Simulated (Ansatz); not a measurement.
```
LaBiS2O (P4/nmm): spin-orbit coupling beyond the local functionals
1.0
     4.06460    0.00000    0.00000
     0.00000    4.06460    0.00000
     0.00000    0.00000   13.86140
La Bi S O
2 2 4 2
Direct
  0.50000 0.00000 0.58924
  0.00000 0.50000 0.41076
  0.00000 0.50000 0.87006
  0.50000 0.00000 0.12994
  0.50000 0.00000 0.88843
  0.00000 0.50000 0.11157
  0.00000 0.50000 0.69097
  0.50000 0.00000 0.30903
  0.00000 0.00000 0.50000
  0.50000 0.50000 0.50000
# method: DFT, HSE06 with spin-orbit coupling, plane waves, PAW; PAW set soft_1 (and 1 further level or step)
# program: Ansatz 0.2.0
# settings of one run: cutoff 420 eV, 4×4×2 k-mesh, PAW set soft 1
# cost: 2 runs, 9.3 min in all on 1 × NVIDIA H100 80GB HBM3 (shared by 6 runs) with 3 threads of AMD EPYC 7R13 (Zen 3), shared host (the runs of this entry)
# notes: The program’s warnings: device shed and metallic iterate. Geometry: measured lattice cell, ions relaxed with r2SCAN; the structure entry is the Materials Project’s.
# HSE06: 1.34 eV
# HSE06+SOC: 0.75 eV
```

[Paths, hosts, dates, memory and timing lines, banners, echoed tables and standing remarks are left out of the program output.]

[Logs are printed without paths, hosts, clocks, repeated set-up lines and the standing remarks that a program may print on its own settings, such as how far it seeks lower states.]

[Runs of the session that timed out or met a known fault of the program may be left out.]

[Cells called generated may have been cut or substituted from an entry of the Crystallography Open Database or the Materials Project.]

[Hosts, paths, dates, database ids (printed as entryN), source tags and the programs' standing remarks are cut or masked in the printed files.]
